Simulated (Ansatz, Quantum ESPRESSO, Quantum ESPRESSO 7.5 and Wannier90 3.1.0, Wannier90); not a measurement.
# Ballistic channels from Wannier functions: straight Na chain, spacing 3.07 Å

Wanted: localised orbitals and the quantum conductance of this wire: straight Na chain, spacing 3.07 Å.

Calculated with Quantum ESPRESSO 7.5 and Wannier90 3.1.0; plane-wave DFT, LDA, GBRV ultrasoft pseudopotentials (cross-check by Ansatz 0.2.0 with PAW datasets).

## Step 1: The starting structure

The cell holds 1 atom: 1 Na. Cell: a = 8.000 Å, b = 8.000 Å, c = 3.069 Å, α = 90.0°, β = 90.0°, γ = 90.0°. Vacuum lies along a and b. The structure's axis is c.

## Step 2: Self-consistent run

scf.in

```
&control
  prefix = 'scf'
  outdir = './out'
  pseudo_dir = './pseudo'
  calculation = 'scf'
  tprnfor = .true.
/
&system
  ibrav = 0
  nat = 1
  ntyp = 1
  ecutwfc = 34
  ecutrho = 170
  occupations = 'smearing'
  smearing = 'mv'
  degauss = 0.005
/
&electrons
  conv_thr = 1e-07
  mixing_beta = 0.4
  electron_maxstep = 120
  mixing_mode = 'local-TF'
/
ATOMIC_SPECIES
  Na  22.9898  na_lda_v1.5.uspp.F.UPF
CELL_PARAMETERS angstrom
  8.00000000000000 0.00000000000000 0.00000000000000
  0.00000000000000 8.00000000000000 0.00000000000000
  0.00000000000000 0.00000000000000 3.06900000000000
ATOMIC_POSITIONS crystal
  Na  0.000000000000 0.000000000000 0.000000000000
K_POINTS automatic
  1 1 24 0 0 0
```

The run is started by

```sh
OMP_NUM_THREADS=1 mpirun -n 2 pw.x -nk 2 -in scf.in > scf.out
```

The log of the run:

```text
Program PWSCF v.7.5 starts
[citation notice left out]

     Parallel version (MPI & OpenMP), running on       2 processor cores
     Number of MPI processes:                 2
     Threads/MPI process:                     1

     MPI processes distributed on     1 nodes
[...]
Current dimensions of program PWSCF are:
     Max number of different atomic species (ntypx) = 10
     Max number of k-points (npk) =  40000
     Max angular momentum in pseudopotentials (lmaxx) =  4
     Message from routine setup:
     using ibrav=0 with symmetry is DISCOURAGED, use correct ibrav instead

     K-points division:     npool     =       2
     Subspace diagonalization in iterative solution of the eigenvalue problem:
     a serial algorithm will be used

     G-vector sticks info
     --------------------
     sticks:   dense  smooth     PW     G-vecs:    dense   smooth      PW
     Sum        3093    2469    749                49549    35497    5831

     Using Slab Decomposition

     bravais-lattice index     =            0
     lattice parameter (alat)  =      15.1178  a.u.
     unit-cell volume          =    1325.4809 (a.u.)^3
     number of atoms/cell      =            1
     number of atomic types    =            1
     number of electrons       =         9.00
     number of Kohn-Sham states=            9
     kinetic-energy cutoff     =      34.0000  Ry
     charge density cutoff     =     170.0000  Ry
     scf convergence threshold =      1.0E-07
     mixing beta               =       0.4000
     number of iterations used =            8  local-TF  mixing
     Exchange-correlation=  SLA  PZ   NOGX NOGC
                           (   1   1   0   0   0   0   0)

     celldm(1)=  15.117809  celldm(2)=   0.000000  celldm(3)=   0.000000
     celldm(4)=   0.000000  celldm(5)=   0.000000  celldm(6)=   0.000000

     crystal axes: (cart. coord. in units of alat)
               a(1) = (   1.000000   0.000000   0.000000 )
               a(2) = (   0.000000   1.000000   0.000000 )
               a(3) = (   0.000000   0.000000   0.383625 )

     reciprocal axes: (cart. coord. in units 2 pi/alat)
               b(1) = (  1.000000  0.000000  0.000000 )
               b(2) = (  0.000000  1.000000  0.000000 )
               b(3) = (  0.000000  0.000000  2.606712 )

     PseudoPot. # 1 for Na read from file:
     ./pseudo/na_lda_v1.5.uspp.F.UPF
     Pseudo is Ultrasoft, Zval =  9.0
     Generated by new atomic code, or converted to UPF format
     Using radial grid of  819 points,  5 beta functions with:
                l(1) =   0
                l(2) =   0
                l(3) =   1
                l(4) =   1
                l(5) =   2
     Q(r) pseudized with  8 coefficients,  rinner =    1.250   1.250   1.250
                                                       1.250   1.250

     atomic species   valence    mass     pseudopotential
     Na                9.00    22.98980     Na( 1.00)

     16 Sym. Ops., with inversion, found

   Cartesian axes

     site n.     atom                  positions (alat units)
         1        Na     tau(   1) = (   0.0000000   0.0000000   0.0000000  )

     number of k points=    13  Marzari-Vanderbilt smearing, width (Ry)=  0.0050
                       cart. coord. in units 2pi/alat
        k(    1) = (   0.0000000   0.0000000   0.0000000), wk =   0.0833333
        k(    2) = (   0.0000000   0.0000000   0.1086130), wk =   0.1666667
        k(    3) = (   0.0000000   0.0000000   0.2172260), wk =   0.1666667
        k(    4) = (   0.0000000   0.0000000   0.3258390), wk =   0.1666667
        k(    5) = (   0.0000000   0.0000000   0.4344520), wk =   0.1666667
        k(    6) = (   0.0000000   0.0000000   0.5430651), wk =   0.1666667
        k(    7) = (   0.0000000   0.0000000   0.6516781), wk =   0.1666667
        k(    8) = (   0.0000000   0.0000000   0.7602911), wk =   0.1666667
        k(    9) = (   0.0000000   0.0000000   0.8689041), wk =   0.1666667
        k(   10) = (   0.0000000   0.0000000   0.9775171), wk =   0.1666667
[...]
k(   13) = (   0.0000000   0.0000000  -1.3033561), wk =   0.0833333

     Dense  grid:    49549 G-vectors     FFT dimensions: (  64,  64,  25)

     Smooth grid:    35497 G-vectors     FFT dimensions: (  60,  60,  24)

     Estimated max dynamical RAM per process >      74.86 MB

     Estimated total dynamical RAM >     137.62 MB

     Initial potential from superposition of free atoms

     starting charge       8.9945, renormalised to       9.0000

     negative rho (up, down):  7.290E-06 0.000E+00
     Starting wfcs are    5 randomized atomic wfcs +    4 random wfcs

     total cpu time spent up to now is        0.3 secs

     per-process dynamical memory:    30.7 Mb

     Self-consistent Calculation

     iteration #  1     ecut=    34.00 Ry     beta= 0.40
     Davidson diagonalization with overlap
     ethr =  1.00E-02,  avg # of iterations =  8.2

     Threshold (ethr) on eigenvalues was too large:
     Diagonalizing with lowered threshold

     Davidson diagonalization with overlap
     ethr =  1.15E-05,  avg # of iterations =  7.2

     total cpu time spent up to now is        1.6 secs

     total energy              =     -95.08451965 Ry
     estimated scf accuracy    <       0.00119293 Ry

     iteration #  2     ecut=    34.00 Ry     beta= 0.40
[...]
total energy              =     -95.08452875 Ry
     estimated scf accuracy    <       0.00068475 Ry

     iteration #  3     ecut=    34.00 Ry     beta= 0.40
[...]
total energy              =     -95.08455532 Ry
     estimated scf accuracy    <       0.00005387 Ry

     iteration #  4     ecut=    34.00 Ry     beta= 0.40
[...]
total energy              =     -95.08455482 Ry
     estimated scf accuracy    <       0.00001346 Ry

     iteration #  5     ecut=    34.00 Ry     beta= 0.40
[...]
total energy              =     -95.08455611 Ry
     estimated scf accuracy    <       0.00002702 Ry

     iteration #  6     ecut=    34.00 Ry     beta= 0.40
[...]
total energy              =     -95.08455947 Ry
     estimated scf accuracy    <       0.00000044 Ry

     iteration #  7     ecut=    34.00 Ry     beta= 0.40
[...]
total energy              =     -95.08455975 Ry
     estimated scf accuracy    <       0.00000017 Ry

     iteration #  8     ecut=    34.00 Ry     beta= 0.40
[...]
total energy              =     -95.08455945 Ry
     estimated scf accuracy    <       0.00000062 Ry

     iteration #  9     ecut=    34.00 Ry     beta= 0.40
[...]
End of self-consistent calculation

          k = 0.0000 0.0000 0.0000 (  4431 PWs)   bands (ev):

   -55.2727 -27.7662 -27.7662 -27.7204  -3.3585  -0.4055  -0.4055   0.2864
     0.8452

          k = 0.0000 0.0000 0.1086 (  4455 PWs)   bands (ev):

   -55.2726 -27.7661 -27.7661 -27.7226  -3.3299  -0.3791  -0.3791   0.3141
     0.8729

          k = 0.0000 0.0000 0.2172 (  4443 PWs)   bands (ev):

   -55.2721 -27.7654 -27.7654 -27.7288  -3.2442  -0.2997  -0.2997   0.3972
     0.9561

          k = 0.0000 0.0000 0.3258 (  4435 PWs)   bands (ev):

   -55.2714 -27.7643 -27.7643 -27.7386  -3.1020  -0.1675  -0.1674   0.5353
     1.0946

          k = 0.0000 0.0000 0.4345 (  4411 PWs)   bands (ev):

   -55.2704 -27.7628 -27.7628 -27.7512  -2.9037   0.0177   0.0177   0.7277
     1.2887

          k = 0.0000 0.0000 0.5431 (  4411 PWs)   bands (ev):

   -55.2693 -27.7661 -27.7611 -27.7611  -2.6503   0.2559   0.2559   0.9732
     1.5381

[...]
the Fermi energy is    -2.3337 ev

!    total energy              =     -95.08455958 Ry
     estimated scf accuracy    <          4.1E-09 Ry
     smearing contrib. (-TS)   =      -0.00013674 Ry
     internal energy E=F+TS    =     -95.08442283 Ry

     The total energy is F=E-TS. E is the sum of the following terms:
     one-electron contribution =    -133.93208620 Ry
     hartree contribution      =      65.77093956 Ry
     xc contribution           =     -13.84012107 Ry
     ewald contribution        =     -13.08315512 Ry

     convergence has been achieved in   9 iterations

     Forces acting on atoms (cartesian axes, Ry/au):

     atom    1 type  1   force =     0.00000000    0.00000000    0.00000000

     Total force =     0.000000     Total SCF correction =     0.000000

[...]
=------------------------------------------------------------------------------=
   JOB DONE.
=------------------------------------------------------------------------------=
```

Run time: 5.7 s. Hardware: 2 MPI ranks of Arm Neoverse V2, shared host; peak memory 0.16 GiB.

This step gave:

- free energy: -1293.6913 eV
- Fermi energy: -2.334 eV

The program's own clock; routines nest. Time by routine:

```
  routine  wall time (s)  calls
    PWSCF           5.19      1
electrons           4.81      1
  c_bands           2.58     10
  cegterg           2.32     70
    h_psi           1.99    278
     fftw           1.92   4218
 vloc_psi           1.86    278
  mix_rho           0.96     10
 sum_band           0.85     10
     ffts           0.48    638
     newd            0.4     10
 init_run           0.26      1
  wfcinit           0.09      1
init_us_2           0.09    154
```

The run needed 9 iterations to bring the estimated error under 1e-07 Ry.

## Step 3: Full uniform mesh without symmetry

Wannier90 needs the states on a whole uniform mesh, listed point by point, without symmetry.

nscf.in

```
&control
  prefix = 'nscf'
  outdir = './out'
  pseudo_dir = './pseudo'
  calculation = 'nscf'
/
&system
  ibrav = 0
  nat = 1
  ntyp = 1
  ecutwfc = 34
  ecutrho = 170
  occupations = 'smearing'
  smearing = 'mv'
  degauss = 0.005
  nosym = .true.
  noinv = .true.
  nbnd = 11
/
&electrons
  conv_thr = 1e-09
  mixing_beta = 0.4
  electron_maxstep = 120
  mixing_mode = 'local-TF'
  diago_full_acc = .true.
/
ATOMIC_SPECIES
  Na  22.9898  na_lda_v1.5.uspp.F.UPF
CELL_PARAMETERS angstrom
  8.00000000000000 0.00000000000000 0.00000000000000
  0.00000000000000 8.00000000000000 0.00000000000000
  0.00000000000000 0.00000000000000 3.06900000000000
ATOMIC_POSITIONS crystal
  Na  0.000000000000 0.000000000000 0.000000000000
K_POINTS crystal
12
  0.0000000000 0.0000000000 0.0000000000 0.0833333333
  0.0000000000 0.0000000000 0.0833333333 0.0833333333
  0.0000000000 0.0000000000 0.1666666667 0.0833333333
  0.0000000000 0.0000000000 0.2500000000 0.0833333333
  0.0000000000 0.0000000000 0.3333333333 0.0833333333
  0.0000000000 0.0000000000 0.4166666667 0.0833333333
  0.0000000000 0.0000000000 0.5000000000 0.0833333333
  0.0000000000 0.0000000000 0.5833333333 0.0833333333
  0.0000000000 0.0000000000 0.6666666667 0.0833333333
  0.0000000000 0.0000000000 0.7500000000 0.0833333333
  0.0000000000 0.0000000000 0.8333333333 0.0833333333
  0.0000000000 0.0000000000 0.9166666667 0.0833333333
```

The run is started by

```sh
cp -r out/scf.save out/nscf.save
cp out/scf.xml out/nscf.xml
OMP_NUM_THREADS=1 mpirun -n 2 pw.x -nk 1 -in nscf.in > nscf.out
```

The log of the run:

```text
[banner, memory and clock lines left out]
Program PWSCF v.7.5 starts
[citation notice left out]

[...]
bravais-lattice index     =            0
     lattice parameter (alat)  =      15.1178  a.u.
     unit-cell volume          =    1325.4809 (a.u.)^3
     number of atoms/cell      =            1
     number of atomic types    =            1
     number of electrons       =         9.00
     number of Kohn-Sham states=           11
     kinetic-energy cutoff     =      34.0000  Ry
     charge density cutoff     =     170.0000  Ry
     Exchange-correlation=  SLA  PZ   NOGX NOGC
                           (   1   1   0   0   0   0   0)

[...]
PseudoPot. # 1 for Na read from file:
     ./pseudo/na_lda_v1.5.uspp.F.UPF
     Pseudo is Ultrasoft, Zval =  9.0
     Generated by new atomic code, or converted to UPF format
     Using radial grid of  819 points,  5 beta functions with:
                l(1) =   0
                l(2) =   0
                l(3) =   1
                l(4) =   1
                l(5) =   2
     Q(r) pseudized with  8 coefficients,  rinner =    1.250   1.250   1.250
                                                       1.250   1.250

     atomic species   valence    mass     pseudopotential
     Na                9.00    22.98980     Na( 1.00)

     No symmetry found

[...]
number of k points=    12  Marzari-Vanderbilt smearing, width (Ry)=  0.0050
[...]
Dense  grid:    49549 G-vectors     FFT dimensions: (  64,  64,  25)

     Smooth grid:    35497 G-vectors     FFT dimensions: (  60,  60,  24)

     The potential is recalculated from file :
     ./out/nscf.save/charge-density

     Starting wfcs are    5 randomized atomic wfcs +    6 random wfcs

     Band Structure Calculation
     Davidson diagonalization with overlap

     ethr =  1.11E-11,  avg # of iterations = 70.0

     End of band structure calculation

          k = 0.0000 0.0000 0.0000 (  4431 PWs)   bands (ev):

   -55.2729 -27.7664 -27.7664 -27.7206  -3.3586  -0.4056  -0.4056   0.2862
     0.8451   2.5081   3.0063

          k = 0.0000 0.0000 0.2172 (  4443 PWs)   bands (ev):

   -55.2723 -27.7656 -27.7656 -27.7289  -3.2444  -0.2998  -0.2998   0.3970
     0.9560   2.6188   3.1152

[...]
the Fermi energy is    -2.3338 ev
     (compare with:    -2.3337 eV, computed in scf)

[...]
```

The job ended after 5.2 s (2 MPI ranks; peak memory 0.1 GiB; 10 s of CPU time).

The program's own clock; routines nest. Time by routine:

```csv
routine,wall time (s),calls
PWSCF,4.62,1
electrons,4.44,1
c_bands,4.44,1
cegterg,4.33,47
h_psi,3.45,899
vloc_psi,3.25,899
fftw,2.94,10030
init_run,0.11,1
cdiaghg,0.1,852
h_psi:calbec,0.1,899
calbec,0.1,899
add_vuspsi,0.08,899
s_psi,0.07,899
hinit0,0.05,1
```

(Continued in part 2 of 5.)

[Logs are printed without paths, hosts, clocks, repeated set-up lines and the standing remarks that a program may print on its own settings, such as how far it seeks lower states.]

[Hosts, paths, dates, database ids (printed as entryN), source tags and the programs' standing remarks are cut or masked in the printed files.]

[Maps of the electrostatic potential energy from Ansatz leave out the sawtooth potential of an applied field or a dipole correction, so their vacuum need not be flat; planar profiles and work functions include it.]
